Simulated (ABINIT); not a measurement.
# PbSe (Clausthalite): G0W0 with ABINIT, start to end

Wanted: ground state, empty states, screening and self-energy for PbSe (Clausthalite).

Main program and level: ABINIT 10.8.3; PBE and many-body steps on it, plane waves.

Report form: the programs' logs are mostly left out.

## (1) Set-up

Symmetry: Fm-3m, No. 225, cubic system. Conventional cell: a = 6.121 Å, b = 6.121 Å, c = 6.121 Å, α = 90.00°, β = 90.00°, γ = 90.00°. Nearest to Pb lie 6 Se at 3.06 Å. Se has 6 Pb at 3.06 Å nearest. Farther neighbours and most contacts between anions are not listed.

The cell and positions come from the Crystallography Open Database and are kept as given unless a step says otherwise. Spin-orbit coupling is left out unless a step names it.

## (2) Ground state

This step: ABINIT 10.8.3; DFT, PBE, plane waves, norm-conserving pseudopotentials.

The ground-state density comes first.

The input, run.abi:

```
acell 3*1.0 Angstrom
rprim 
  -0.000000000000 3.060650000000 3.060650000000
  3.060650000000 0.000000000000 3.060650000000
  3.060650000000 3.060650000000 -0.000000000000
ntypat 2
znucl 82 34
natom 2
typat 1 2
xred 
  0.000000000000 0.000000000000 0.000000000000
  0.500000000000 0.500000000000 0.500000000000
pp_dirpath "pseudos"
pseudos "Pb.upf, Se.upf"
ecut 48
ngkpt 6 6 6
nshiftk 1
shiftk 0 0 0
kptopt 1
chksymbreak 0
nband 28
occopt 1
tolvrs 1e-10
nstep 60
prtwf 0
optforces 0
optstress 0
indata_prefix "in"
outdata_prefix "out"
tmpdata_prefix "tmp"
```

Run with:

```
> OMP_NUM_THREADS=1 mpirun -n 8 abinit run.abi > log
```

Wall time 34 s (8 MPI ranks of Intel Xeon Platinum 8259CL at 2.50GHz (Skylake/Cascade Lake), shared host); peak memory 0.84 GiB.

Numbers from this step:

| Quantity | Value |
| --- | --- |
| total energy | -14914.3087 eV |
| gap | 0.2961 eV |
| k of the valence top | 0.5, 0, 0 |
| k of the conduction bottom | 0.5, 0, 0 |
| least direct gap | 0.2961 eV |

The gap is direct, at (0.500, 0.000, 0.000).

## (3) Bands along the symmetry lines

Levels along a band path, at the cheap level, show where the edges lie and whether the meshes to come will hold them.

The input, run.abi:

```
acell 3*1.0 Angstrom
rprim 
  -0.000000000000 3.060650000000 3.060650000000
  3.060650000000 0.000000000000 3.060650000000
  3.060650000000 3.060650000000 -0.000000000000
ntypat 2
znucl 82 34
natom 2
typat 1 2
xred 
  0.000000000000 0.000000000000 0.000000000000
  0.500000000000 0.500000000000 0.500000000000
pp_dirpath "pseudos"
pseudos "Pb.upf, Se.upf"
ecut 48
iscf -2
irdden 1
kptopt 0
nkpt 50
kpt 
  0.00000000 0.00000000 0.00000000
  0.06250000 0.00000000 0.06250000
  0.12500000 0.00000000 0.12500000
  0.18750000 0.00000000 0.18750000
  0.25000000 0.00000000 0.25000000
  0.31250000 0.00000000 0.31250000
  0.37500000 0.00000000 0.37500000
  0.43750000 0.00000000 0.43750000
  0.50000000 0.00000000 0.50000000
  0.51562500 0.03125000 0.51562500
  0.53125000 0.06250000 0.53125000
  0.54687500 0.09375000 0.54687500
  0.56250000 0.12500000 0.56250000
  0.57812500 0.15625000 0.57812500
  0.59375000 0.18750000 0.59375000
  0.60937500 0.21875000 0.60937500
  0.62500000 0.25000000 0.62500000
  0.37500000 0.37500000 0.75000000
  0.32812500 0.32812500 0.65625000
  0.28125000 0.28125000 0.56250000
  0.23437500 0.23437500 0.46875000
  0.18750000 0.18750000 0.37500000
  0.14062500 0.14062500 0.28125000
  0.09375000 0.09375000 0.18750000
  0.04687500 0.04687500 0.09375000
  0.00000000 0.00000000 0.00000000
  0.06250000 0.06250000 0.06250000
  0.12500000 0.12500000 0.12500000
  0.18750000 0.18750000 0.18750000
  0.25000000 0.25000000 0.25000000
  0.31250000 0.31250000 0.31250000
  0.37500000 0.37500000 0.37500000
  0.43750000 0.43750000 0.43750000
  0.50000000 0.50000000 0.50000000
  0.50000000 0.46875000 0.53125000
  0.50000000 0.43750000 0.56250000
  0.50000000 0.40625000 0.59375000
  0.50000000 0.37500000 0.62500000
  0.50000000 0.34375000 0.65625000
  0.50000000 0.31250000 0.68750000
  0.50000000 0.28125000 0.71875000
  0.50000000 0.25000000 0.75000000
  0.50000000 0.21875000 0.71875000
  0.50000000 0.18750000 0.68750000
  0.50000000 0.15625000 0.65625000
  0.50000000 0.12500000 0.62500000
  0.50000000 0.09375000 0.59375000
  0.50000000 0.06250000 0.56250000
  0.50000000 0.03125000 0.53125000
  0.50000000 0.00000000 0.50000000
istwfk *1
nband 30
nbdbuf 2
tolwfr 1e-08
nstep 40
prtwf 0
prtvol 0
indata_prefix "in"
outdata_prefix "out"
tmpdata_prefix "tmp"
```

Run time: 54 s. Hardware: 8 MPI ranks; peak memory 0.77 GiB; 7.1 min of CPU time.

Numbers from this step:

| Item | Value |
| --- | --- |
| gap | 0.2961 eV |
| k of the valence top | 0.5, 0.5, 0.5 |
| k of the conduction bottom | 0.5, 0.5, 0.5 |
| least direct gap | 0.2961 eV |

The gap is 0.296 eV, as in the run before at this level.

Electronic bands along the path, in eV, zero at the top of the highest filled band:

```tsv
point	band 20	band 21	band 22	band 23	band 24	band 25	band 26	band 27
Γ	-6.31	-1.88	-1.88	-1.88	4.71	4.71	4.71	6.53
halfway	-7.38	-2.60	-2.60	-1.63	2.40	4.56	4.76	4.76
X	-7.38	-4.98	-3.23	-3.23	3.70	5.61	5.61	6.05
halfway	-7.60	-4.87	-3.10	-2.99	3.86	5.10	5.33	5.88
U	-8.04	-4.57	-2.72	-2.39	3.40	4.02	5.44	5.84
jump to K	-8.04	-4.57	-2.72	-2.39	3.40	4.02	5.44	5.84
halfway	-7.80	-2.89	-1.38	-0.43	1.26	2.18	4.21	7.16
Γ	-6.31	-1.88	-1.88	-1.88	4.71	4.71	4.71	6.53
halfway	-7.57	-1.72	-1.72	-1.05	2.17	2.92	2.92	6.54
L	-8.80	-1.47	-1.47	0.00	0.30	1.70	1.70	8.55
halfway	-8.47	-3.25	-2.87	-0.82	1.40	3.43	4.11	7.63
W	-8.02	-4.23	-4.23	-0.79	1.89	4.95	4.95	7.74
halfway	-7.73	-4.77	-3.56	-2.24	3.83	4.12	5.72	6.14
X	-7.38	-4.98	-3.23	-3.23	3.70	5.61	5.61	6.05
```

## (4) Empty states on the mesh, 4×4×4 mesh, 254 bands

The sums over transitions need many empty states on a uniform mesh; this step solves for them.

The input, run.abi:

```
acell 3*1.0 Angstrom
rprim 
  -0.000000000000 3.060650000000 3.060650000000
  3.060650000000 0.000000000000 3.060650000000
  3.060650000000 3.060650000000 -0.000000000000
ntypat 2
znucl 82 34
natom 2
typat 1 2
xred 
  0.000000000000 0.000000000000 0.000000000000
  0.500000000000 0.500000000000 0.500000000000
pp_dirpath "pseudos"
pseudos "Pb.upf, Se.upf"
ecut 48
ngkpt 4 4 4
nshiftk 1
shiftk 0 0 0
kptopt 1
chksymbreak 0
iscf -2
irdden 1
istwfk *1
nband 254
nbdbuf 22
tolwfr 1e-09
nstep 60
prtvol 0
indata_prefix "in"
outdata_prefix "out"
tmpdata_prefix "tmp"
```

It took 2.6 min on 8 MPI ranks; peak memory 1 GiB.

Numbers from this step:

- gap: 0.2961 eV
- k of the valence top: 0.5, 0, 0
- k of the conduction bottom: 0.5, 0, 0
- least direct gap: 0.2961 eV
- k points computed: 8
- lowest point of the top converged band, above the valence top: 124.6499 eV

On this mesh the gap is 0.296 eV.

## (5) Screening, 4×4×4 mesh, 232 bands, screening to 195.9 eV

The RPA dielectric matrix is built and inverted for each q.

This step: RPA screening on PBE, plane waves, norm-conserving pseudopotentials.

run.abi: that of step 4 with these lines changed.

```diff
@@ -20,10 +20,11 @@
 chksymbreak 0
-iscf -2
-irdden 1
 istwfk *1
-nband 254
-nbdbuf 22
-tolwfr 1e-09
-nstep 60
-prtvol 0
+occopt 1
+irdwfk 1
+optdriver 3
+nband 232
+ecuteps 7.2
+inclvkb 2
+awtr 1
+symchi 1
 indata_prefix "in"
```

The job ended after 4.3 min (8 MPI ranks; peak memory 3.7 GiB).

This step gave:

```yaml
eps_infinity_with_local_fields_on_this_mesh_along_the_program_s_q_direction: 107.2
the_same_without_local_fields: 117.0
plasma_frequency: 33.26 eV
plane_waves_in_the_screening_matrix: 339
```

Local fields lower ε∞ by 8 %. The value itself is an artefact of the mesh, where one narrow direct gap carries too much weight.

## (6) Self-energy, 4×4×4 mesh, 232 bands, screening to 195.9 eV

The self-energy is evaluated for the states that the input lists, and the levels follow from it, in one-shot runs by the linearised quasiparticle equation.

This step: G0W0 on PBE, plane waves, norm-conserving pseudopotentials.

run.abi: that of step 5 with these lines changed.

```diff
@@ -23,8 +23,17 @@
 irdwfk 1
-optdriver 3
+optdriver 4
 nband 232
+gwcalctyp 0
+ecutsigx 48
+symsigma 1
+nkptgw 2
+kptgw 
+  0.5000000000 0.0000000000 0.0000000000
+  0.0000000000 0.0000000000 0.0000000000
+bdgw 
+  21 26
+  21 26
 ecuteps 7.2
-inclvkb 2
-awtr 1
-symchi 1
+irdscr 1
+ppmodel 1
 indata_prefix "in"
```

Elapsed: 37 s, on 8 MPI ranks; peak memory 3.1 GiB.

Numbers from this step:

- G0W0 gap on the points computed: 0.3930 eV
- starting gap on the mesh: 0.2961 eV
- k of the valence top: 0.5, 0, 0
- k of the conduction bottom: 0.5, 0, 0
- Z at the valence top: 0.798
- Z at the conduction bottom: 0.812
- least direct G0W0 gap on the computed points: 0.3930 eV

The gap on the mesh goes from 0.30 eV to 0.39 eV, a correction of +0.10 eV.

Limits: finite bands, cutoff and mesh; model gap, bands may invert with spin-orbit coupling; no spin-orbit coupling; coarse k mesh. v1 is the top filled band, c1 the lowest empty one. The levels before and after the correction (eV, zero at the valence-band top of each column):

```tsv
	conduction bottom	valence top
Kohn-Sham	0.30	0.00
G0W0	0.39	0.00
```

```tsv
	level	energy (eV)
Kohn-Sham	(0.5 0 0) v3-v2	-1.469
Kohn-Sham	(0.5 0 0) v1	0.000
Kohn-Sham	(0.5 0 0) c1	0.296
Kohn-Sham	(0.5 0 0) c2-c3	1.703
G0W0	(0.5 0 0) v3-v2	-1.671
G0W0	(0.5 0 0) v1	0.000
G0W0	(0.5 0 0) c1	0.393
G0W0	(0.5 0 0) c2-c3	1.917
```

## (7) Where the time went

Times are wall times on 8 MPI ranks of Intel Xeon Platinum 8259CL at 2.50GHz (Skylake/Cascade Lake), shared host, good to a factor of about two.

```tsv
step	time	share	memory (GiB)
ground state	34 s	6 %	0.84
bands along the symmetry lines	54 s	10 %	0.77
empty states on the mesh	2.6 min	29 %	1.0
screening	4.3 min	48 %	3.7
self-energy	37 s	7 %	3.1
```

## (8) What came out

| Quantity | Value |
| --- | --- |
| PBE gap | 0.30 eV, direct |
| G0W0 gap on the mesh | 0.39 eV |
| GW settings | 4×4×4 mesh, 232 bands, screening to 195.9 eV, Godby-Needs plasmon pole |
| known limits | not at the basis limit; model gap, bands may invert with spin-orbit coupling; screening runs away on this mesh; no spin-orbit coupling; coarse k mesh |

G0W0 moves the gap on the mesh from 0.30 eV to 0.39 eV (+0.10 eV), with Z of 0.80 and 0.81 at the edges. Local fields lower the RPA ε∞ on this mesh from 117.04 to 107.24. Only 2 of the mesh's irreducible points were corrected, so a valley elsewhere could overtake. The dearest step here is «screening». Bands and cutoff are finite, so the gap is not at the basis limit. The miss can reach some tenths of an eV and take either sign; the mesh is an error of its own. In the G0W0 run levels were corrected at 2 k points alone, so a gap called «on the mesh» is the least over those, and an edge elsewhere would be missed. The 4×4×4 mesh is coarse for this cell, which bears on the long-range parts of exchange and screening. Where an edge is built on 6p states of lead, bismuth or thallium, scalar-relativistic gaps usually stand too wide, by a few tenths to over one eV. With atoms this heavy and so narrow a gap, spin-orbit coupling can invert the bands. These scalar-relativistic gaps are then model values, not to be set against experiment, and a spin-orbit change taken from DFT can't simply be added. On this mesh the RPA ε∞ passes 90, more than nearly any semiconductor shows; a coarse mesh does this where one point with a narrow direct gap carries much weight. The screening is then too strong, and the G0W0 gap should not be taken as the material's.

[Paths, hosts, dates, memory and timing lines, banners, echoed tables and standing remarks are left out of the program output.]

[Logs are printed without paths, hosts, clocks, repeated set-up lines and the standing remarks that a program may print on its own settings, such as how far it seeks lower states.]

[Runs of the session that timed out or met a known fault of the program may be left out.]

[Hosts, paths, dates, database ids (printed as entryN), source tags and the programs' standing remarks are cut or masked in the printed files.]

[G0W0 gaps are taken among the corrected bands and points alone; a level outside them can change the order at an edge.]

[Where Ansatz stands beside ABINIT at settings called matched, ABINIT's density can come from a denser mesh and the files from another edition; pairs whose starting gaps differed by over 0.03 eV were left out, so agreement reads better than it is.]
